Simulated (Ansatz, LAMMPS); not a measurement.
**Structural relaxation of aqueous Mg2+ and SO4 2-, 1.6 mol of salt per kg of water, from a frame at 330 K (111 atoms)**

How does aqueous Mg2+ and SO4 2-, 1.6 mol of salt per kg of water, from a frame at 330 K (111 atoms) relax, and what do bonds, charges and levels look like afterwards?

Method: Kohn-Sham DFT, RPBE+D4, PAW (set soft_2), plane waves, in Ansatz 0.2.0.

## (1) Starting point

The cell holds 111 atoms: 39 O, 1 S, 70 H and 1 Mg. Its edges and angles: a = 10.165 Å, b = 10.165 Å, c = 10.165 Å, α = 90.0°, β = 90.0°, γ = 90.0°. 35 H2O, 1 Mg2+, 1 SO4 2- placed at random, at 1.19 g/cm³; overlaps pushed apart, then 10 ps at 420 K with divalent ions of Li, Roberts, Chakravorty and Merz (J. Chem. Theory Comput. 9, 2733 (2013)); MMFF94 bonds, angles, torsions, charges and radii (Halgren, J. Comput. Chem. 17, 490 (1996)) in harmonic and 12-6 forms; SPC/E water (Berendsen, Grigera and Straatsma, J. Phys. Chem. 91, 6269 (1987)); charges of ions scaled by 0.85. Snapshot after 20 ps at 330 K and fixed volume.

What the set-up can't give: The network of contacts between molecules at the start is that of the classical potential that made the cell. The density was typed from a rule of thumb and may lie off the real one at this temperature. Only the Γ point is sampled, in a cell whose shortest periodic width is 10 Å.

## (2) Single point at the start

The forces at the start show how far the geometry lies from a minimum of this functional.

File input.yaml:

```yaml
crystal:
  lattice:
    - [10.16539, 0.0, 0.0]
    - [0.0, 10.16539, 0.0]
    - [0.0, 0.0, 10.16539]
  atoms:
    - { symbol: O, position: [0.86191, 0.62053, 0.7862] }
    - { symbol: S, position: [0.00589, 0.62628, 0.79802] }
    - { symbol: O, position: [0.05066, 0.56825, 0.91926] }
    - { symbol: O, position: [0.06742, 0.55601, 0.69214] }
    [... 101 atom lines left out ...]
    - { symbol: H, position: [0.44034, 0.18955, 0.28436] }
    - { symbol: H, position: [0.43056, 0.25453, 0.13777] }
    - { symbol: O, position: [0.67214, 0.0906, 0.74209] }
    - { symbol: H, position: [0.57631, 0.07239, 0.72933] }
    - { symbol: H, position: [0.70959, 0.12858, 0.65943] }
    - { symbol: Mg, position: [0.76787, 0.01882, 0.904] }
kpoints:
  mp_grid: { grid: [1, 1, 1] }
hamiltonian:
  xc: rpbe
  dispersion: d4
scf:
  occupations: { method: fixed }
output:
  forces: true
  stress: true
  populations: true
  dos:
    method: { smearing: { sigma: 0.08 } }
    de: 0.1
    projected: { site_lists: { H: [H], Mg: [Mg], O: [O], S: [S] } }
  eigenvalues: true
```

Command:

```console
$ ansatz run input.yaml --threads 4 --pin off --max-ram 8192MiB --backend cpu --events-out ev --progress --plain --runs-dir out
```

Wall time 17 s (4 threads of Arm Neoverse V1, shared host); peak memory 1.2 GiB; 58 s of CPU time.

Numbers from this run:

```yaml
free_energy: -26174.3558 eV
free_energy_per_atom: -235.8050 eV/atom
scf_cycles: 9
pressure: -0.6275 GPa
r_m_s_force_component: 0.6497 eV/Å
longest_force: 3.553 eV/Å
fermi_energy: -1.615 eV
spacing_of_highest_filled_and_lowest_empty_level: 4.668 eV
spilling_of_the_projection: 0.01159
```

The r.m.s. force component of 0.65 eV/Å and the pressure of -0.63 GPa set the starting point.

Neighbours are counted within 1.21 Å (H-O), 2.52 Å (O-Mg), 1.88 Å (O-S).

Length of the force by element and coordination:

```tsv
element	coordination	atoms	mean length of the force (eV/Å)	spread	least	most
H	all	70	1.03	0.327	0.302	1.61
Mg	all	1	0.748	0	0.748	0.748
O	all	39	0.991	0.721	0.321	3.55
O	1	4	2.82	0.782	1.53	3.55
O	2	29	0.767	0.293	0.321	1.27
O	3	6	0.860	0.283	0.534	1.27
S	all	1	0.560	0	0.560	0.560
```

## (3) Relaxation

With the cell held, the atoms are moved downhill towards a nearby minimum.

input.yaml, the sections that differ from step 2:

```yaml
output:
  forces: true
relax:
  f_tol: 0.03
  max_steps: 200
# crystal, kpoints, hamiltonian, scf: as in step 2
```

The job ended after 5.6 min (4 threads; peak memory 1.1 GiB; 19 min of CPU time).

Step by step (22 of 37):

```tsv
step	energy less that of the first step (eV)	largest force component (eV/Å)
1	0.0000	3.1546
3	-4.4182	0.9930
4	-5.0346	0.6798
6	-5.6494	1.1844
8	-5.8870	0.1566
10	-5.9505	0.3446
11	-6.0007	0.0551
13	-6.0255	0.4164
15	-6.0552	0.3013
16	-6.0735	0.2000
18	-6.0967	0.5559
20	-6.1283	0.1430
22	-6.1380	0.1080
23	-6.1408	0.0744
25	-6.1450	0.0322
27	-6.1506	0.0669
28	-6.1558	0.2654
30	-6.1848	0.2416
32	-6.2521	0.1315
34	-6.2687	0.2416
35	-6.2741	0.0705
37	-6.2777	0.0271
```

The atoms that moved most (Å):

```tsv
atom	dx	dy	dz	length
H37	-0.993	0.218	-1.480	1.795
H59	0.822	-1.309	0.352	1.585
H85	-0.497	-1.338	0.261	1.451
O48	0.643	0.983	-0.288	1.209
H94	0.583	0.597	0.751	1.122
H106	0.927	0.486	-0.395	1.119
H86	0.690	-0.623	-0.496	1.053
O36	-0.456	0.065	-0.943	1.049
```

The relaxation changed the energy by -56.6 meV/atom, and atoms moved by 0.63 Å r.m.s., 1.8 Å at most.

## (4) Structure statistics after relaxation

Bonds before and after, by the cutoffs listed below:

```tsv
pair	bonds before	bonds after	mean before (Å)	mean after (Å)	spread before (Å)	spread after (Å)
H-O	70	70	1.000	0.986	0.000	0.007
O-Mg	6	6	2.078	2.096	0.028	0.031
O-S	4	4	1.446	1.503	0.014	0.007
```

Density 1.19 g/cm³, 9.463 Å³ an atom.

Pair distribution functions g(r), in bins of 0.2 Å:

```tsv
r (Å)	total	H-H	H-O	H-Mg	H-S	O-O	O-Mg
0.90	4.85	0.00	10.95	0.00	0.00	0.00	0.00
1.10	0.13	0.00	0.29	0.00	0.00	0.00	0.00
1.30	0.00	0.00	0.00	0.00	0.00	0.00	0.00
1.50	0.99	2.18	0.00	0.00	0.00	0.00	0.00
1.70	0.70	0.26	1.35	0.00	0.00	0.00	0.00
1.90	0.67	0.04	1.47	0.00	0.00	0.00	0.00
2.10	0.61	1.01	0.25	0.00	0.00	0.00	14.70
2.30	0.61	1.50	0.03	0.00	0.00	0.00	0.00
2.50	0.53	1.17	0.00	0.00	0.00	0.55	0.00
2.70	0.73	0.53	0.10	9.63	1.55	2.79	0.00
2.90	1.00	0.85	0.79	0.00	3.54	2.25	0.00
3.10	1.12	0.69	1.72	0.00	1.90	0.52	0.00
3.30	1.17	0.72	1.86	0.00	0.53	0.40	0.00
3.50	1.09	1.16	1.16	0.00	0.98	0.85	0.00
3.70	1.14	1.29	1.09	0.00	0.00	0.96	0.00
3.90	1.14	1.25	1.00	0.00	1.19	1.23	0.00
4.10	1.10	1.19	0.97	1.05	1.04	1.25	2.49
4.30	1.12	1.06	1.14	0.65	1.91	1.07	3.96
4.50	1.03	0.98	1.06	2.08	1.74	1.10	0.00
4.70	1.03	1.06	0.96	2.20	0.56	1.11	1.92
4.90	0.94	0.90	0.96	2.00	0.49	0.94	0.44
```

Bonds by pair of elements; cutoffs follow the first minimum of g(r), held within bounds set by covalent radii, and pairs that aren't listed don't count as bonded:

```tsv
pair A-B	cutoff (Å)	bonds	mean length (Å)	spread (Å)	shortest (Å)	B about A	A about B
H-O	1.21	70	0.986	0.007	0.971	1	1.79
O-Mg	2.52	6	2.10	0.031	2.06	0.154	6
O-S	1.93	4	1.50	0.007	1.49	0.103	4
```

How many atoms have how many bonded neighbours:

```tsv
element	mean	1	2	3	4	6
H	1	70	0	0	0	0
Mg	6	0	0	0	0	1
O	2.05	4	29	6	0	0
S	4	0	0	0	1	0
```

Bond angles, per cent of each kind in bins of 5°:

```tsv
angle (°)	H-O-H	O-Mg-O	H-O-Mg
80–85	0.0	6.7	0.0
85–90	0.0	40.0	0.0
90–95	0.0	20.0	0.0
95–100	0.0	6.7	0.0
100–105	54.3	6.7	0.0
105–110	45.7	0.0	0.0
110–115	0.0	0.0	8.3
115–120	0.0	0.0	41.7
120–125	0.0	0.0	25.0
125–130	0.0	0.0	25.0
130–135	0.0	0.0	0.0
135–140	0.0	0.0	0.0
140–145	0.0	0.0	0.0
145–150	0.0	0.0	0.0
150–155	0.0	0.0	0.0
155–160	0.0	0.0	0.0
160–165	0.0	0.0	0.0
165–170	0.0	6.7	0.0
170–175	0.0	13.3	0.0
```

Bond angles (no mean is given where the spread exceeds 20°):

```tsv
angle	count	mean (°)	spread (°)
H-O-H	35	105	2.3
O-Mg-O	15	-	-
H-O-Mg	12	121	4.6
O-S-O	6	110	0.7
```

Hydrogen bonds between water molecules (O–O under 3.5 Å, H–O···O angle under 30°):

```tsv
hydrogen bonds to other water	molecules
0	0
1	2
2	4
3	13
4	15
5	1
```

First shells of the ions:

```tsv
ion	count	shell	mean number
Mg	1	water O within 2.8 A	6
```

Bond length by coordination (bonds to H left out):

```tsv
element	coordination	atoms	mean bond length (Å)
O	1	4	1.50
O	3	6	2.10
```

With the cutoffs above, all H atoms have 1, all Mg atoms have 6, 74 % of O atoms have 2 and all S atoms have 4 bonded neighbours. The H-O-H angle averages 105° with a spread of 2°. The 35 water molecules hold 3.26 hydrogen bonds each to other water on average, with a mean O–O distance of 2.81 Å. Ion shells in this frame: Mg 6.0 (water O within 2.8 Å).

## (5) Single point at the relaxed geometry

One more single point at the end of the walk gives the fuller output and checks the residual forces.

File input.yaml:

```yaml
crystal:
  lattice:
    - [10.16539, 0.0, 0.0]
    - [0.0, 10.16539, 0.0]
    - [0.0, 0.0, 10.16539]
  atoms:
    - { symbol: O, position: [0.86301, 0.62113, 0.79334] }
    - { symbol: S, position: [0.01059, 0.61163, 0.80277] }
    - { symbol: O, position: [0.04778, 0.55796, 0.93443] }
    - { symbol: O, position: [0.05783, 0.51975, 0.69588] }
    [... 101 atom lines left out ...]
    - { symbol: H, position: [0.53154, 0.2374, 0.24552] }
    - { symbol: H, position: [0.48341, 0.28326, 0.11128] }
    - { symbol: O, position: [0.64488, 0.11122, 0.7468] }
    - { symbol: H, position: [0.55699, 0.07636, 0.7243] }
    - { symbol: H, position: [0.68631, 0.12901, 0.66217] }
    - { symbol: Mg, position: [0.75786, 0.02086, 0.89924] }
kpoints:
  mp_grid: { grid: [1, 1, 1] }
hamiltonian:
  xc: rpbe
  dispersion: d4
scf:
  occupations: { method: fixed }
output:
  forces: true
  stress: true
  populations: true
  dos:
    method: { smearing: { sigma: 0.08 } }
    de: 0.1
    projected: { site_lists: { H: [H], Mg: [Mg], O: [O], S: [S] } }
  eigenvalues: true
  write_density: true
  write_potential: true
  volumetric_format: npy
  elf: true
```

Elapsed: 20 s, on 4 threads; peak memory 1.2 GiB; 63 s of CPU time.

Read from the output:

- free energy: -26180.6335 eV
- free energy per atom: -235.8616 eV/atom
- SCF cycles: 9
- pressure: 0.1017 GPa
- r.m.s. force component: 0.00448 eV/Å
- longest force: 0.03067 eV/Å
- Fermi energy: -1.861 eV
- gap (highest filled to lowest empty level): 5.1 eV
- spilling of the projection: 0.0117

Löwdin charges by element and coordination (they lack the spilled electrons, 0.034 e an atom on average):

```tsv
element	coordination	atoms	mean charge (e)	spread	least	most
H	all	70	0.391	0.0074	0.376	0.413
Mg	all	1	1.63	0	1.63	1.63
O	all	39	-0.711	0.0414	-0.797	-0.668
O	1	4	-0.783	0.0073	-0.790	-0.771
O	2	29	-0.687	0.0131	-0.725	-0.668
O	3	6	-0.773	0.0147	-0.797	-0.753
S	all	1	2.45	0	2.45	2.45
```

Density of states as counts of states in windows of 1 eV (from the Fermi level), total and the larger projections:

```tsv
from (eV)	to (eV)	total	O p	H s	O s
-18	-17	11.1	0.3	1.7	8.4
-17	-9	0.0	0.0	0.0	0.0
-9	-8	2.0	0.9	0.2	0.7
-8	-7	2.2	1.5	0.6	0.0
-7	-6	53.0	36.7	14.9	0.3
-6	-5	20.7	14.2	4.4	0.9
-5	-4	6.0	4.5	0.6	0.5
-4	-3	31.3	24.9	2.7	3.3
-3	-2	31.0	26.4	1.4	2.6
-2	-1	21.3	20.2	0.2	0.4
-1	0	63.4	62.4	0.3	0.1
0	1	3.3	3.2	0.0	0.0
1	5	0.0	0.0	0.0	0.0
```

The curve was stored every 0.10 eV, coarse against its broadening of 0.08 eV, so these counts are rough.

With fixed occupations the program's Fermi level is the highest filled level; weight inside the gap is the broadening of levels at its edges.

Between -26 and -18 eV lie 67 more states.

The levels nearest the highest filled one (over half full), pooled over k-points and spins:

```tsv
level less the highest filled one (eV)	occupation
-0.240	2
-0.181	2
-0.0556	2
-0.0379	2
-0.016	2
0	2
5.10	0
6.74	0
6.93	0
7.01	0
7.05	0
7.20	0
```

Mean Löwdin charges: H +0.39, Mg +1.63, O -0.71, S +2.45 e (they miss 1.2 % of the electrons, so they add up to more than the cell's charge). The largest share in the top eV of filled states is O p (99 % of the projected weight), and in the lowest eV of empty states H s (68 % of the projected weight).

## (6) Results

- energy change in the relaxation: -56.56 meV/atom
- r.m.s. displacement: 0.631 Å
- largest displacement: 1.795 Å
- free energy per atom: -235.8616 eV/atom
- pressure: 0.1017 GPa
- r.m.s. force component: 0.00448 eV/Å
- gap (highest filled to lowest empty level): 5.1 eV
- wall time of the 3 DFT runs: 6.2 min

What this shows: Relaxation lowers the energy by 56.6 meV/atom and moves atoms by 0.63 Å r.m.s.; the r.m.s. force component goes from 0.65 to 0.0045 eV/Å, the pressure goes from -0.63 to 0.10 GPa, and the gap from 4.67 to 5.10 eV. By the final cutoffs no bond was broken or made. From the first step to the last the energy fell by 6.278 eV, and the largest move was 1.80 Å (H37). The O-S bonds change most in mean length: from 1.446 Å (spread 0.014) to 1.503 Å (spread 0.007). With the cutoffs above, all H atoms have 1, all Mg atoms have 6, 74 % of O atoms have 2 and all S atoms have 4 bonded neighbours. The 35 water molecules hold 3.26 hydrogen bonds each to other water on average, with a mean O–O distance of 2.81 Å. Between filled and empty levels lie 5.10 eV (at Γ alone); a semilocal functional tends to put such gaps too low. In a disordered cell it changes from sample to sample and from frame to frame.

Caveats: The network of contacts between molecules at the start is that of the classical potential that made the cell; in DFT atoms moved by 0.63 Å r.m.s.

[Logs are printed without paths, hosts, clocks, repeated set-up lines and the standing remarks that a program may print on its own settings, such as how far it seeks lower states.]

[Hosts, paths, dates, database ids (printed as entryN), source tags and the programs' standing remarks are cut or masked in the printed files.]

[The MMFF94 radii named for the starting cell were scaled by 0.96; in molecules described by MMFF94, hydrogen bound to N, O or S took a small fixed 12-6 site in their place.]
